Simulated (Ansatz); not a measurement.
System: LaInO3 (Pnma).

```
La In O
1.0
     5.94040    0.00000    0.00000
     0.00000    8.21580    0.00000
     0.00000    0.00000    5.72290
La In O
4 4 12
Direct
  0.94639 0.25000 0.01531
  0.55361 0.75000 0.51531
  0.44639 0.25000 0.48469
  0.05361 0.75000 0.98469
  0.00000 0.00000 0.50000
  0.50000 0.00000 0.00000
  0.50000 0.50000 0.00000
  0.00000 0.50000 0.50000
  0.04438 0.25000 0.61270
  0.45562 0.75000 0.11270
  0.54438 0.25000 0.88730
  0.95562 0.75000 0.38730
  0.19805 0.05936 0.19558
  0.30195 0.94064 0.69558
  0.69805 0.44064 0.30442
  0.80195 0.55936 0.80442
  0.80195 0.94064 0.80442
  0.69805 0.05936 0.30442
  0.30195 0.55936 0.69558
  0.19805 0.44064 0.19558
```

Geometry: measured cell, ions relaxed with r2SCAN. The runs that relaxed it are not among those shown. Spin-orbit coupling is left out unless a run names it. PAW set soft_2, made with PBE.

Gaps computed with Ansatz 0.2.0 without a self-energy: LDA 2.84 eV, r2SCAN 3.56 eV, HSE06 4.37 eV and PBE0 5.09 eV.

What gap should G0W0 on r2SCAN give (2×2×2 mesh, 940 empty bands, screening to 130 eV, default PAW files)?

About 4.53 eV: on its mesh the run moves the gap from 3.55 eV by +0.97 eV. Among the scalar-relativistic levels given, HSE06 is nearest (−0.16 eV). Bands and cutoff are finite, so the gap is not at the basis limit. The miss can reach some tenths of an eV and take either sign; the mesh is an error of its own. The 2×2×2 mesh is coarse for this cell (its supercell is 11 Å along the shortest edge). The RPA ε∞ on it, from the r2SCAN start, is 4.12, 4.23 and 4.34; such meshes misread the long-range screening, most where the gap is narrow. Empty 4f levels lie among the conduction bands. Their place in the start is unsure; it enters the screening, and the edge itself where they lie low. The many-body steps are scalar-relativistic: spin-orbit coupling is not in them.

[Paths, hosts, dates, memory and timing lines, banners, echoed tables and standing remarks are left out of the program output.]

[Logs are printed without paths, hosts, clocks, repeated set-up lines and the standing remarks that a program may print on its own settings, such as how far it seeks lower states.]

[Runs of the session that timed out or met a known fault of the program may be left out.]

[Cells called generated may have been cut or substituted from an entry of the Crystallography Open Database or the Materials Project.]

[Hosts, paths, dates, database ids (printed as entryN), source tags and the programs' standing remarks are cut or masked in the printed files.]
